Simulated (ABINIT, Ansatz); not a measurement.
# Quasiparticle gap of CaC2 (R-3m) in ABINIT

How does a plane-wave GW calculation on CaC2 (R-3m) run from the first input to the gap?

Method: PBEsol and many-body steps on it, plane waves, in ABINIT 10.8.3.

## Step 1: Starting point

Symmetry: R-3m, No. 166, trigonal system. The conventional cell has a = 3.889 Å, b = 3.889 Å, c = 11.862 Å, α = 90.00°, β = 90.00°, γ = 120.00°. Ca has 6 C at 2.62 Å nearest. C has 1 C at 1.26 Å and 3 Ca at 2.62 Å nearest. Farther neighbours are not listed.

The cell and positions are those that the Materials Project relaxed with its own functionals (PBE, PBE+U or r2SCAN), kept fixed.

## Step 2: Ground state

This step: ABINIT 10.8.3; DFT, PBEsol, plane waves, norm-conserving pseudopotentials.

The ground-state density comes first.

run.abi reads:

```
acell 3*1.0 Angstrom
rprim 
  1.944397984288 1.122598699617 3.953874776707
  -1.944397984288 1.122598699617 3.953874776707
  -0.000000000000 -2.245197399304 3.953874776686
ntypat 2
znucl 20 6
natom 3
typat 1 2 2
xred 
  0.000000000000 0.000000000000 0.000000000000
  0.552915000000 0.552915000000 0.552915000000
  0.447085000000 0.447085000000 0.447085000000
pp_dirpath "pseudos"
pseudos "Ca.upf, C.upf"
ecut 37
ngkpt 6 6 6
nshiftk 1
shiftk 0 0 0
kptopt 1
chksymbreak 0
nband 14
occopt 1
tolvrs 1e-10
nstep 60
prtwf 0
optforces 0
optstress 0
indata_prefix "in"
outdata_prefix "out"
tmpdata_prefix "tmp"
```

Launch:

```
> OMP_NUM_THREADS=1 mpirun -n 4 abinit run.abi > log
```

Numbers of over 12 decimals in the logs are rounded to 6 here.

What it wrote:

```text
.Version 10.8.3 of ABINIT. v10.8.2 released Aug 2026.

 Symmetries : space group R-3 m (#166); Bravais hR (rhombohedral)
================================================================================
 Values of the parameters that define the memory need of the present run
     intxc =       0    ionmov =       0      iscf =       7    lmnmax =       6
     lnmax =       6     mgfft =      48  mpssoang =       3    mqgrid =    3001
     natom =       3  nloc_mem =       1    nspden =       1   nspinor =       1
    nsppol =       1      nsym =      12    n1xccc =    2501    ntypat =       2
    occopt =       1   xclevel =       2
-    mband =          14        mffmem =           1         mkmem =           8
       mpw =        3773          nfft =      110592          nkpt =          32
================================================================================
  Rough estimation (10% accuracy) of disk space for files :
================================================================================

--------------------------------------------------------------------------------
------------- Echo of variables that govern the present computation ------------
--------------------------------------------------------------------------------
 -outvars: echo values of preprocessed input variables --------
            acell      1.8897261259E+00  1.8897261259E+00  1.8897261259E+00 Bohr

      chksymbreak           0
             ecut      3.70000000E+01 Hartree
-          fftalg         312

              ixc     -116133
              kpt      0.00000000E+00  0.00000000E+00  0.00000000E+00
                       1.66666667E-01  0.00000000E+00  0.00000000E+00
                       3.33333333E-01  0.00000000E+00  0.00000000E+00
                       5.00000000E-01  0.00000000E+00  0.00000000E+00
                       1.66666667E-01  1.66666667E-01  0.00000000E+00
                       3.33333333E-01  1.66666667E-01  0.00000000E+00
                       5.00000000E-01  1.66666667E-01  0.00000000E+00
                      -3.33333333E-01  1.66666667E-01  0.00000000E+00
                      -1.66666667E-01  1.66666667E-01  0.00000000E+00
   [... 21 further rows ...]
                      -3.33333333E-01  5.00000000E-01  3.33333333E-01
                       5.00000000E-01  5.00000000E-01  5.00000000E-01
         kptrlatt        6    0    0      0    6    0      0    0    6
          kptrlen      4.40925560E+01
P           mkmem           8
            natom           3
            nband          14
            ngfft          48      48      48
             nkpt          32
            nstep          60
             nsym          12
           ntypat           2
              occ      2.000000  2.000000  2.000000  2.000000  2.000000  2.000000
                       2.000000  2.000000  2.000000  0.000000  0.000000  0.000000
                       0.000000  0.000000
        optforces           0
        optstress           0
            prtwf           0
            rprim      1.9443979843E+00  1.1225986996E+00  3.9538747767E+00
[...]
spgroup         166

           tolvrs      1.00000000E-10

             xred      0.0000000000E+00  0.0000000000E+00  0.0000000000E+00
[...]
znucl       20.00000    6.00000

================================================================================

 chkinp: Checking input parameters for consistency.

================================================================================
== DATASET  1 ==================================================================
-   mpi_nproc: 4, omp_nthreads: 1 (-1 if OMP is not activated)

--- !DatasetInfo
iteration_state: {dtset: 1, }
dimensions: {natom: 3, nkpt: 32, mband: 14, nsppol: 1, nspinor: 1, nspden: 1, mpw: 3773, }
cutoff_energies: {ecut:  37.0, pawecutdg:  -1.0, }
electrons: {nelect:   1.80000000E+01, charge:   0.00000000E+00, occopt:   1.00000000E+00, tsmear:   1.00000000E-02, }

 Real(R)+Recip(G) space primitive vectors, cartesian coordinates (Bohr,Bohr^-1):
 R(1)=  3.6743797  2.1214041  7.4717405  G(1)=  0.1360774  0.0785643  0.0446125
 R(2)= -3.6743797  2.1214041  7.4717405  G(2)= -0.1360774  0.0785643  0.0446125
 R(3)=  0.0000000 -4.2428082  7.4717405  G(3)=  0.0000000 -0.1571286  0.0446125
 Unit cell volume ucvol=  3.4944631E+02 bohr^3
 Angles (23,13,12)=  5.06350386E+01  5.06350386E+01  5.06350386E+01 degrees

 getcut: wavevector=  0.0000  0.0000  0.0000  ngfft=  48  48  48
         ecut(hartree)=     37.000   => boxcut(ratio)=   2.04037

--- Pseudopotential description ------------------------------------------------
- Ca Generated using ONCVPSP code by D. R. Hamann
- 20.00000  10.00000  180301                  znucl, zion, pspdat
12 -116133 2 -1 1746                          pspcod,pspxc,lmax,lloc,mmax
     nproj     2     2     2
  pspatm : epsatm=   12.46101000
         --- l  ekb(1:nproj) -->
[...]
pspatm: atomic psp has been read  and splines computed

- C Generated using ONCVPSP code by D. R. Hamann
-  6.00000   4.00000  180301                  znucl, zion, pspdat
12 -116133 1 -1 1248                          pspcod,pspxc,lmax,lloc,mmax
     nproj     2     2     0
  pspatm : epsatm=    4.34909242
         --- l  ekb(1:nproj) -->
[...]
pspatm: atomic psp has been read  and splines computed

   3.80865507E+02                                ecore*ucvol(ha*bohr**3)
--------------------------------------------------------------------------------

_setup2: Arith. and geom. avg. npw (full set) are    3757.764    3757.752

================================================================================

--- !BeginCycle
iteration_state: {dtset: 1, }
solver: {iscf: 7, nstep: 60, nline: 4, wfoptalg: 0, }
tolerances: {tolvrs: 1.00E-10, }

     iter   Etot(hartree)      deltaE(h)  residm     vres2
 ETOT  1  -50.501276737401    -5.050E+01 6.842E-02 1.085E+03
 ETOT  2  -50.611329731883    -1.101E-01 5.097E-02 2.513E+02
 ETOT  3  -50.638544508556    -2.721E-02 8.518E-03 2.009E+00
 ETOT  4  -50.638789263750    -2.448E-04 7.936E-03 1.213E-01
 ETOT  5  -50.638796644078    -7.380E-06 4.535E-03 9.786E-03
 ETOT  6  -50.638797027178    -3.831E-07 2.624E-03 5.776E-04
 ETOT  7  -50.638797074121    -4.694E-08 2.899E-03 2.320E-05
 ETOT  8  -50.638797075580    -1.459E-09 2.198E-03 7.751E-07
 ETOT  9  -50.638797075636    -5.656E-11 1.697E-03 3.296E-08
 ETOT 10  -50.638797075637    -7.461E-13 1.244E-03 1.354E-09
 ETOT 11  -50.638797075639    -2.188E-12 7.617E-04 4.306E-11

 At SCF step   11       vres2   =  4.31E-11 < tolvrs=  1.00E-10 =>converged.

--- !ResultsGS
iteration_state: {dtset: 1, }
comment   : Summary of ground state results
lattice_vectors:
- [  3.6743797,   2.1214041,   7.4717405, ]
- [ -3.6743797,   2.1214041,   7.4717405, ]
- [ -0.0000000,  -4.2428082,   7.4717405, ]
lattice_lengths: [   8.59234,    8.59234,    8.59234, ]
lattice_angles: [ 50.635,  50.635,  50.635, ] # degrees, (23, 13, 12)
lattice_volume:   3.4944631E+02
convergence: {deltae: -2.188E-12, res2:  4.306E-11, residm:  7.617E-04, diffor:  0.000E+00, }
etotal    :  -5.06387971E+01
entropy   :   0.00000000E+00
fermie    :   9.40858063E-02
cartesian_stress_tensor: null
pressure_GPa: null
xred      :
- [  0.0000E+00,   0.0000E+00,   0.0000E+00, Ca]
- [  5.5292E-01,   5.5292E-01,   5.5292E-01,  C]
- [  4.4709E-01,   4.4709E-01,   4.4709E-01,  C]
cartesian_forces: null
force_length_stats: {min: null, max: null, mean: null, }

 Integrated electronic density in atomic spheres:
 ------------------------------------------------
 Atom  Sphere_radius  Integrated_density
[...]
2        2.00000          4.20215924
    3        2.00000          4.20215924
================================================================================

 ----iterations are completed or convergence reached----

 Mean square residual over all n,k,spin=   26.307E-07; max=  76.171E-05
 reduced coordinates (array xred) for    3 atoms
       0.000000000000      0.000000000000      0.000000000000
       0.552915000000      0.552915000000      0.552915000000
       0.447085000000      0.447085000000      0.447085000000
 rms dE/dt=  0.0000E+00; max dE/dt=  0.0000E+00; dE/dt below (all hartree)
    1       0.000000000000      0.000000000000      0.000000000000
    2       0.000000000000      0.000000000000      0.000000000000
    3       0.000000000000      0.000000000000      0.000000000000

 cartesian coordinates (angstrom) at end:
    1      0.000000     0.000000     0.000000
    2     -0.000000    -3.87e-11     6.558470
    3      0.000000    -3.13e-11     5.303154
 length scales=  1.889726125908  1.889726125908  1.889726125908 bohr
              =  1.000000000000  1.000000000000  1.000000000000 angstroms
 prteigrs : about to open file out_EIG
 Fermi (or HOMO) energy (hartree) =   0.09409   Average Vxc (hartree)=  -0.34090
 Eigenvalues (hartree) for nkpt=  32  k points:
 kpt#   1, nband= 14, wtk=  0.00463, kpt=  0.0000  0.0000  0.0000 (reduced coord)
  -1.33865   -0.64548   -0.64063   -0.64063   -0.36657   -0.01092   -0.00870    0.06363
   0.06363    0.20688    0.20688    0.24881    0.29621    0.29621
 prteigrs : prtvol=0 or 1, do not print more k-points.

--- !EnergyTerms
iteration_state     : {dtset: 1, }
comment             : Components of total free energy in Hartree
kinetic             :  2.11204500361871E+01
hartree             :  1.12365438107583E+01
xc                  : -1.13966177592388E+01
Ewald energy        : -3.33936292562160E+01
psp_core            :  1.08991136854927E+00
local_psp           : -4.21227197201759E+01
non_local_psp       :  2.82726444449675E+00
total_energy        : -5.06387970756393E+01
total_energy_eV     : -1.37795186625707E+03
band_energy         : -7.14207886136955E+00

== END DATASET(S) ==============================================================
================================================================================

 -outvars: echo values of variables after computation  --------
           etotal     -5.0638797076E+01
            nband          14
             nkpt          32
          spgroup         166
 [... the other variables as echoed above ...]

 Calculation completed.
```

The job ended after 28 s (4 MPI ranks of Arm Neoverse N1, shared host; peak memory 0.35 GiB; 1.9 min of CPU time).

Numbers from this step:

* total energy: -1377.9519 eV
* gap: 2.585 eV
* k of the valence top: 0.5, 0.5, 0.5
* k of the conduction bottom: 0.5, 0.5, 0
* least direct gap: 3.889 eV

The gap is indirect, with the least direct gap 1.30 eV higher.

(Continued in part 2 of 3.)

[Paths, hosts, dates, memory and timing lines, banners, echoed tables and standing remarks are left out of the program output.]

[Logs are printed without paths, hosts, clocks, repeated set-up lines and the standing remarks that a program may print on its own settings, such as how far it seeks lower states.]

[Runs of the session that timed out or met a known fault of the program may be left out.]

[Hosts, paths, dates, database ids (printed as entryN), source tags and the programs' standing remarks are cut or masked in the printed files.]

[G0W0 gaps are taken among the corrected bands and points alone; a level outside them can change the order at an edge.]

[Where Ansatz stands beside ABINIT at settings called matched, ABINIT's density can come from a denser mesh and the files from another edition; pairs whose starting gaps differed by over 0.03 eV were left out, so agreement reads better than it is.]
